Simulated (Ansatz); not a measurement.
# NaMgBr3 (model cell, started as cubic perovskite with Mg in the octahedra): following an unstable mode, part 2 of 3

Which phase does NaMgBr3 (model cell, started as cubic perovskite with Mg in the octahedra) fall into along its unstable mode, and how much energy does it gain?

Ansatz 0.2.0; DFT PBE, scalar-relativistic, plane waves, PAW.

So far, highest frequency on the path or at a solved wavevector (cm⁻¹): step 2 (phonons on a q mesh) 272. Also lowest frequency on the path (cm⁻¹): step 2 -78.9.

The structure was built from a prototype and need not be the compound's stable phase.

### Step 6. Relaxation from the frozen mode

Starting from the lowest point found, all atoms and the cell are let go, so that strain and other modes of the same symmetry can join in.

input.yaml reads:

```yaml
crystal:
  lattice:
    - [5.3131069714, 5.3131069714, 0.0]
    - [5.3131069714, 0.0, 5.3131069714]
    - [5.3131069714, 0.0, -5.3131069714]
  atoms:
    - { symbol: Na, position: [-0.112928274, 0.056464137, 0.056464137] }
    - { symbol: Na, position: [0.112928274, 0.443535863, 0.443535863] }
    - { symbol: Mg, position: [0.5, 0.25, 0.75] }
    - { symbol: Mg, position: [0.5, 0.75, 0.25] }
    - { symbol: Br, position: [0.5, 0.4940457322, 0.4940457322] }
    - { symbol: Br, position: [0.5, 0.0059542678, 0.0059542678] }
    - { symbol: Br, position: [0.0, 0.0, 0.5] }
    - { symbol: Br, position: [0.0, 0.5, 0.0] }
    - { symbol: Br, position: [0.5, 0.0059542678, 0.4940457322] }
    - { symbol: Br, position: [0.5, 0.4940457322, 0.0059542678] }
kpoints:
  mp_grid: { grid: [4, 4, 4] }
hamiltonian:
  xc: pbe
scf:
  occupations: { method: fixed }
output:
  forces: true
  stress: true
  eigenvalues: true
relax:
  adjacent_minimum: "off"
  f_tol: 0.002
  max_steps: 120
  cell: { stress_tol: 0.03 }
```

Command:

```bash
> ansatz run input.yaml --threads 4 --pin off --max-ram 14336MiB --backend cpu --events-out ev --progress --plain --runs-dir out
```

Numbers of over 12 decimals in the logs are rounded to 6 here.

What it wrote:

```text
[...]
Crystal: 10 atoms, lattice volume = 299.969 Å³
Basis set: ecut = 420 eV, 5961 PW (Γ), exchange–correlation on 108×108×108 points (8 copies of the dense FFT grid, shifted against one another)
Bands: 50, of which v1, the nominal top of the filled ones, is band 40 counted from 1 (39 counted from 0)
Symmetry: 16 space group operations
[...]
k-points: 13 of 64
[...]
SCF iter   1: F=—  HF=-23533.390044 eV  |F-HF|=—  |Δ(HF+E_count)|=         —  Δρ=6.04e-4  dr2=2.65e-3  ethr=1.77e-3  ⟨swp⟩=6.2  Hψ=2616  notcnv=0  defer=93
[...]
SCF iter   6: F=-23533.390034 eV  HF=-23533.390034 eV  |F-HF|=6.45e-9  |Δ(HF+E_count)|=   1.69e-7  Δρ=3.80e-6  dr2=2.52e-8  ethr=1.25e-10  ⟨swp⟩=19.7  Hψ=4407  notcnv=0
SCF 1 converged in 6 iterations: F = -23533.390034 eV  dr2 = 2.52e-8
[...]
relax step   1: F+E_penalty+E_count = -23533.39003426 eV  Δ(F+E_penalty+E_count) = +0.000e0 eV  max|allowed force component| = 1.420e-1 eV/Å  Δτ_max = 0.0000 Å  P = +0.283 GPa  Ω = 299.969 Å³  (6 SCF iters, dr2 threshold 1.00e-7 eV, accepted)
Crystal: 10 atoms, lattice volume = 303.931 Å³
[...]
iter 1 solved again at ethr=2.69e-5 eV; its pass at ethr=3.10e-3 eV (dr2=2.15e-2 eV) is discarded
[...]
SCF iter   5: F=-23533.410474 eV  HF=-23533.410474 eV  |F-HF|=3.75e-7  |Δ(HF+E_count)|=   5.26e-6  Δρ=6.05e-6  dr2=1.66e-7  ethr=1.25e-9  ⟨swp⟩=14.8  Hψ=3794  notcnv=0
SCF 2 converged in 5 iterations: F = -23533.410474 eV  dr2 = 1.66e-7
relax step   2: F+E_penalty+E_count = -23533.41047410 eV  Δ(F+E_penalty+E_count) = -2.044e-2 eV  max|allowed force component| = 1.387e-1 eV/Å  Δτ_max = 0.0541 Å  P = +0.003 GPa  Ω = 303.931 Å³  energy of the carried Pulay correction = -2.194e-4 eV  (5 SCF iters, dr2 threshold 1.00e-6 eV, accepted)
Crystal: 10 atoms, lattice volume = 306.925 Å³
Basis set: ecut = 420 eV, 5969 PW (Γ), exchange–correlation on 108×108×108 points (8 copies of the dense FFT grid, shifted against one another)
[...]
SCF iter   6: F=-23533.447899 eV  HF=-23533.447897 eV  |F-HF|=2.16e-6  |Δ(HF+E_count)|=   1.48e-5  Δρ=1.06e-5  dr2=5.37e-7  ethr=1.25e-9  ⟨swp⟩=16.5  Hψ=4319  notcnv=0
SCF 3 converged in 6 iterations: F = -23533.447899 eV  dr2 = 5.37e-7
relax step   3: F+E_penalty+E_count = -23533.44789910 eV  Δ(F+E_penalty+E_count) = -3.743e-2 eV  max|allowed force component| = 5.054e-2 eV/Å  Δτ_max = 0.1961 Å  P = +0.096 GPa  Ω = 306.925 Å³  energy of the carried Pulay correction = -3.833e-4 eV  (6 SCF iters, dr2 threshold 1.00e-6 eV, accepted)
[...]
relax step   4: F+E_penalty+E_count = -23533.44247716 eV  Δ(F+E_penalty+E_count) = +5.422e-3 eV  max|allowed force component| = 7.716e-2 eV/Å  Δτ_max = 0.0954 Å  P = -0.063 GPa  Ω = 309.035 Å³  energy of the carried Pulay correction = -4.978e-4 eV  (6 SCF iters, dr2 threshold 1.60e-7 eV, rejected (line search))
[...]
relax step   5: F+E_penalty+E_count = -23533.45113093 eV  Δ(F+E_penalty+E_count) = -3.232e-3 eV  max|allowed force component| = 5.557e-3 eV/Å  Δτ_max = 0.0262 Å  P = -0.003 GPa  Ω = 307.941 Å³  energy of the carried Pulay correction = -4.385e-4 eV  (9 SCF iters, accepted)
[...]
relax step   6: F+E_penalty+E_count = -23533.45126459 eV  Δ(F+E_penalty+E_count) = -1.337e-4 eV  max|allowed force component| = 9.966e-4 eV/Å  Δτ_max = 0.0039 Å  P = +0.005 GPa  Ω = 308.025 Å³  energy of the carried Pulay correction = -4.431e-4 eV  (5 SCF iters, dr2 threshold 4.35e-9 eV, accepted)
[...]
SCF iter   1: F=—  HF=-23533.448225 eV  |F-HF|=—  |Δ(HF+E_count)|=         —  Δρ=1.27e-4  dr2=1.14e-6  ethr=7.49e-7  ⟨swp⟩=3.5  Hψ=4039  notcnv=0  defer=103
eigensolver tolerance schedule: the retry pair's looser diagonalisation over-reported the residual by 524.35 of it (diagonalisation noise at 0.15 of the residual, at the tolerance the schedule requests for it); recorded, not acted on — ethr = c·dr2/N_el stays at c = 1.0e-1
[...]
SCF iter   2: F=—  HF=-23533.450674 eV  |F-HF|=—  |Δ(HF+E_count)|=   2.45e-3  Δρ=6.39e-5  dr2=2.80e-7  ethr=1.43e-9  ⟨swp⟩=2.9  Hψ=1201  notcnv=0  defer=104
[...]
SCF iter   6: F=-23533.451651 eV  HF=-23533.451651 eV  |F-HF|=3.64e-12  |Δ(HF+E_count)|=  5.42e-10  Δρ=2.48e-8  dr2=3.45e-12  ethr=1.00e-12  ⟨swp⟩=19.2  Hψ=4301  notcnv=0
SCF 7 converged in 6 iterations: F = -23533.451651 eV  dr2 = 3.45e-12
relax step   7: F+E_penalty+E_count = -23533.45165078 eV  Δ(F+E_penalty+E_count) = -3.862e-4 eV  max|allowed force component| = 9.502e-4 eV/Å  Δτ_max = 0.0000 Å  P = +0.002 GPa  Ω = 308.025 Å³  stress off target by 2.54e-3 GPa  SCF on the basis re-selected at this cell (its energy is not comparable with the rows above)  (6 SCF iters)
basis re-selected at this cell: Δ(F+E_penalty+E_count) = -3.862e-4 eV, ΔP = -0.002 GPa vs the last step (what re-selecting the basis moved, of the pressure what is left beyond the Pulay correction that the steps carried, after the strain that the cell walked since its last selection, with what the two solves' SCF thresholds leave and, on support functions, any second-order correction that the steps lacked; it is no m [...]
SCF converged after 6 iterations
Free energy (F): -23533.451651 eV
[...]
Internal energy: -23533.451651 eV  (E = F + TS)
E sigma→0 (E₀):  -23533.451651 eV
Fermi energy:    1.650829 eV
[...]
--- Forces (eV/Å), atoms counted from 1 ---
  atom   1  Na     0.00000000    -0.00095016     0.00000000
  atom   2  Na    -0.00000000     0.00095016    -0.00000000
  atom   3  Mg     0.00000000    -0.00000000     0.00000000
  atom   4  Mg     0.00000000    -0.00000000    -0.00000000
  atom   5  Br     0.00090774    -0.00000000     0.00000000
  atom   6  Br    -0.00090774     0.00000000    -0.00000000
  atom   7  Br     0.00000000     0.00000000    -0.00000000
  atom   8  Br     0.00000000    -0.00000000     0.00000000
  atom   9  Br     0.00000000    -0.00000000    -0.00090774
  atom  10  Br     0.00000000     0.00000000     0.00090774
  max |Σ_I F_I| component: 6.94e-18 eV/Å
--- Stress (GPa, compression-positive) ---
        0.002425      -0.000000       0.000000
       -0.000000       0.002542       0.000000
        0.000000       0.000000       0.002425
  P = ⅓ Tr σ = 0.0025 GPa (0.025 kbar)
--- Band table (eV; the first three rows and the last of 13) ---
  k-point 0: bands = [... 36 lower, 1.1653, 1.4180, 1.6508, 1.6508, 4.2470, 5.2747, 6.0319, 7.4167, ... 6 higher]
  k-point 1: bands = [... 36 lower, 1.1412, 1.2573, 1.4677, 1.5104, 4.9598, 5.7353, 6.3711, 7.1040, ... 6 higher]
  k-point 2: bands = [... 36 lower, 1.2416, 1.2463, 1.2613, 1.2737, 6.0726, 6.3005, 6.5840, 6.6952, ... 6 higher]
  k-point 12: bands = [... 36 lower, 0.6397, 0.8288, 0.8288, 1.4085, 6.4384, 7.0145, 7.1900, 7.3138, ... 6 higher]
--- Relaxed structure (6 steps of the walk, 5 accepted, 1 SCFs on fresh bases) ---
  F+E_penalty+E_count = -23533.45165078 eV   max|allowed force component| = 9.502e-4 eV/Å   (the final SCF, on the basis selected at the relaxed cell)
  cell:  # Å, volume = 308.0249 Å³
    - [5.355678, 5.369413, 0.0]
    - [5.355678, 0.0, 5.355678]
    - [5.355678, 0.0, -5.355678]
  atoms:
    - { symbol: Na, position: [-0.165682, 0.082841, 0.082841] }
    - { symbol: Na, position: [0.165682, 0.417159, 0.417159] }
    - { symbol: Mg, position: [0.500000, 0.25, 0.75] }
    - { symbol: Mg, position: [0.500000, 0.75, 0.25] }
    - { symbol: Br, position: [0.500000, 0.490458, 0.490458] }
    - { symbol: Br, position: [0.500000, 0.00954214, 0.00954214] }
    - { symbol: Br, position: [6.529977601861492e-19, 0.0, 0.5] }
    - { symbol: Br, position: [6.529977601861491e-19, 0.5, 0.0] }
    - { symbol: Br, position: [0.500000, 0.00954214, 0.490458] }
    - { symbol: Br, position: [0.500000, 0.490458, 0.00954214] }
```

Wall time 19 s (4 threads of Arm Neoverse V2, shared host); peak memory 0.78 GiB; 71 s of CPU time.

The steps of the relaxation:

| step | energy less that of the first step (eV) | largest force component (eV/Å) | pressure (GPa) | volume (Å³) |
| --- | --- | --- | --- | --- |
| 1 | 0.0000 | 0.1420 | 0.28 | 299.97 |
| 2 | -0.0204 | 0.1387 | 0.00 | 303.93 |
| 3 | -0.0579 | 0.0505 | 0.10 | 306.93 |
| 4 | -0.0524 | 0.0772 | -0.06 | 309.03 |
| 5 | -0.0611 | 0.0056 | 0.00 | 307.94 |
| 6 | -0.0612 | 0.0010 | 0.00 | 308.02 |
| 7* | -0.0616 | 0.0009 | 0.00 | 308.02 |

Relaxation steps marked * repeat the geometry before them on a plane-wave basis chosen anew for their cell, so energy and pressure can jump there. Relaxation step 4 was tried and not accepted.

Forces are held to the 16 operations that the run works with; a distortion that breaks them can't arise in this run.

| conventional cell, symmetrised | before | after | change |
| --- | --- | --- | --- |
| a (Å) | 7.514 | 7.574 | +0.8 % |
| b (Å) | 7.514 | 7.574 | +0.8 % |
| c (Å) | 10.626 | 10.739 | +1.1 % |
| volume (Å³/atom) | 30.00 | 30.80 | +2.7 % |

The atoms that moved most (Å, as changes of fractional coordinates times the final cell):

| atom | dx | dy | dz | length |
| --- | --- | --- | --- | --- |
| Na1 | 0.000 | -0.283 | 0.000 | 0.283 |
| Na2 | 0.000 | 0.283 | 0.000 | 0.283 |
| Br5 | -0.038 | 0.000 | 0.000 | 0.038 |
| Br10 | 0.000 | 0.000 | -0.038 | 0.038 |
| Br9 | 0.000 | 0.000 | 0.038 | 0.038 |
| Br6 | 0.038 | 0.000 | 0.000 | 0.038 |

Numbers from this step:

```yaml
pressure: 0.002464 GPa
gap_on_the_k_mesh: 2.596 eV
volume_per_atom: 30.80 Å³
```

The distorted start has space group I4/mmm; the relaxation ends in I4/mmm.

### Step 7. The new phase in its own primitive cell

The relaxed structure is symmetrised, reduced to its primitive cell and relaxed tightly, as its phonons need.

input.yaml reads:

```yaml
crystal:
  lattice:
    - [-3.7870365015, 3.7870365015, 5.369413227]
    - [3.7870365015, -3.7870365015, 5.369413227]
    - [3.7870365015, 3.7870365015, -5.369413227]
  atoms:
    - { symbol: Na, position: [0.6671589856, 0.6671589856, 0.0] }
    - { symbol: Na, position: [0.3328410144, 0.3328410144, 0.0] }
    - { symbol: Mg, position: [0.0, 0.5, 0.5] }
    - { symbol: Mg, position: [0.5, 0.0, 0.5] }
    - { symbol: Br, position: [0.2595421371, 0.2595421371, 0.5190842742] }
    - { symbol: Br, position: [0.7404578629, 0.7404578629, 0.4809157258] }
    - { symbol: Br, position: [0.25, 0.75, 0.5] }
    - { symbol: Br, position: [0.75, 0.25, 0.5] }
    - { symbol: Br, position: [0.2595421371, 0.7404578629, 0.0] }
    - { symbol: Br, position: [0.7404578629, 0.2595421371, 0.0] }
kpoints:
  mp_grid: { grid: [4, 4, 4] }
hamiltonian:
  xc: pbe
scf:
  occupations: { method: fixed }
output:
  forces: true
  stress: true
  eigenvalues: true
relax:
  adjacent_minimum: "off"
  f_tol: 0.001
  max_steps: 60
  cell: { stress_tol: 0.01 }
```

What it wrote:

```text
[...]
Crystal: 10 atoms, lattice volume = 308.025 Å³
Basis set: ecut = 420 eV, 5985 PW (Γ), exchange–correlation on 108×108×108 points (8 copies of the dense FFT grid, shifted against one another)
Bands: 50, of which v1, the nominal top of the filled ones, is band 40 counted from 1 (39 counted from 0)
Symmetry: 16 space group operations
[...]
k-points: 13 of 64
[...]
- { symbol: Mg, position: [0.0, 0.5, 0.5] }
    - { symbol: Mg, position: [0.5, 0.0, 0.5] }
    - { symbol: Br, position: [0.2595421371, 0.2595421371, 0.5190842742] }
    - { symbol: Br, position: [0.7404578629, 0.7404578629, 0.480916] }
    - { symbol: Br, position: [0.250000, 0.750000, 0.500000] }
    - { symbol: Br, position: [0.750000, 0.250000, 0.500000] }
    - { symbol: Br, position: [0.259542, 0.7404578629, 0.0] }
    - { symbol: Br, position: [0.7404578629, 0.259542, 0.0] }
[key lines of the parts left out:]
SCF converged after 6 iterations
Free energy (F): -23533.451651 eV
Fermi energy:    1.650829 eV
P = ⅓ Tr σ = 0.0025 GPa (0.025 kbar)
```

It took 6.6 s on 4 threads; peak memory 0.78 GiB; 23 s of CPU time.

Little changed from the start: no atom moved by 0.005 Å and no cell edge by 0.1 %.

This step gave:

```yaml
direct_gap_on_mesh: 2.596 eV
```

The largest force component left is 0.95 meV/Å and the pressure is 0.002 GPa, within the tolerances set. The cell now holds 30.80 Å³/atom.

(Continued in part 3 of 3.)

[Logs are printed without paths, hosts, clocks, repeated set-up lines and the standing remarks that a program may print on its own settings, such as how far it seeks lower states.]

[Hosts, paths, dates, database ids (printed as entryN), source tags and the programs' standing remarks are cut or masked in the printed files.]
